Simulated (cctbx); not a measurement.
# Interatomic vectors of Lu2In16Pt7

Space group Cmmm (no. 65), a = 12.3640 Å, b = 20.1560 Å, c = 4.4860 Å, α = 90.00°, β = 90.00°, γ = 90.00°, content Pt14 Lu4 In32.

Simulated single-crystal data (cctbx): Mo Kα, λ = 0.71073 Å, to d = 0.77 Å, 95 % of the full sphere, strongest reflection 40000 counts, noise from counting, a 1.5 % proportional error and a noise floor of 2 counts (s.d.); no absorption, some extinction.

Patterson synthesis, origin scaled to 1000:

```text
Patterson group C m m m
      u       v       w   height  length (A)
  0.000   0.000   0.000   1000.0     0.00
  0.000   0.221   0.000    448.7     4.45
  0.226   0.388   0.500    381.9     8.60
  0.139   0.000   0.500    371.5     2.83
  0.134   0.113   0.000    351.1     2.82
  0.141   0.225   0.500    299.1     5.35
  0.132   0.336   0.000    252.9     6.97
  0.000   0.342   0.500    236.9     7.24
  0.000   0.114   0.500    233.0     3.21
  0.227   0.167   0.500    203.0     4.93
  0.000   0.450   0.000    182.1     9.07
  0.166   0.500   0.000    178.2    10.28
  0.144   0.449   0.500    173.1     9.50
  0.084   0.387   0.000    142.9     7.87
```

Q: Assign the vectors.

A peak at u stands for all pairs with xi − xj = u, with weight Σ ZiZj against Σ Z² = 182172 at the origin. Peak heights follow these weights only roughly, since form factors, motion and series ripples differ, all vectors within 0.55 Å of a peak are counted as merged into it though the farther ones add only part of their weight, and F(000) is left out, which lowers the whole map:

| u | v | w | shortest length (Å) | height | 1000 ΣZiZj/ΣZ² | pairs in the cell |
| --- | --- | --- | --- | --- | --- | --- |
| 0.000 | 0.221 | 0.000 | 4.45 | 449 | 531 | 8 × Pt–Pt, 20 × In–In |
| 0.226 | 0.388 | 0.500 | 4.65 | 382 | 425 | 8 × Pt–Pt, 12 × In–In |
| 0.139 | 0.000 | 0.500 | 2.83 | 372 | 420 | 20 × Pt–In |
| 0.134 | 0.113 | 0.000 | 2.82 | 351 | 420 | 20 × Pt–In |
| 0.141 | 0.225 | 0.500 | 5.35 | 299 | 388 | 16 × Pt–In, 4 × In–In |
| 0.132 | 0.336 | 0.000 | 5.62 | 253 | 304 | 12 × Pt–In, 4 × In–In |
| 0.000 | 0.342 | 0.500 | 7.25 | 237 | 295 | 16 × In–In, 4 × Pt–In |
| 0.000 | 0.114 | 0.500 | 3.21 | 233 | 316 | 24 × In–In |
| 0.227 | 0.167 | 0.500 | 4.92 | 203 | 239 | 4 × Pt–Pt, 8 × In–In |
| 0.000 | 0.450 | 0.000 | 6.26 | 182 | 225 | 12 × In–In, 2 × Pt–Pt |

The table stops at ten peaks or at a height of 45, below which ripples compete. In the model behind the data Pt, the heaviest element, has 3 independent sites: (0.2225, 0.8944, 0), (1/2, 0, 1/2) and (1/2, 0.7772, 1/2), up to an allowed shift of origin; the Pt–Pt vectors are differences of these positions and their symmetry mates. Elements of similar Z can't be told apart from the map alone. The whole model:

| atom | mult. | x | y | z | Ueq (Å²) |
| --- | --- | --- | --- | --- | --- |
| Pt1 | 8 | 0.2225 | 0.8944 | 0 | 0.0051 |
| Pt2 | 2 | 1/2 | 0 | 1/2 | 0.0054 |
| Pt3 | 4 | 1/2 | 0.7772 | 1/2 | 0.0052 |
| Lu1 | 4 | 0.1655 | 0 | 1/2 | 0.0041 |
| In1 | 8 | 0.6394 | 0.2247 | 0 | 0.0044 |
| In2 | 4 | 1/2 | 0.4298 | 0 | 0.0065 |
| In3 | 8 | 0.3787 | 0.3411 | 1/2 | 0.0046 |
| In4 | 8 | 0.6326 | 0.1131 | 1/2 | 0.0042 |
| In5 | 4 | 0.6317 | 0 | 0 | 0.0057 |

The model was made for the exercise: a known structure type with other elements put in, its volume estimated, not relaxed; displacement parameters are assumed.

[Logs are printed without paths, hosts, clocks, repeated set-up lines and the standing remarks that a program may print on its own settings, such as how far it seeks lower states.]
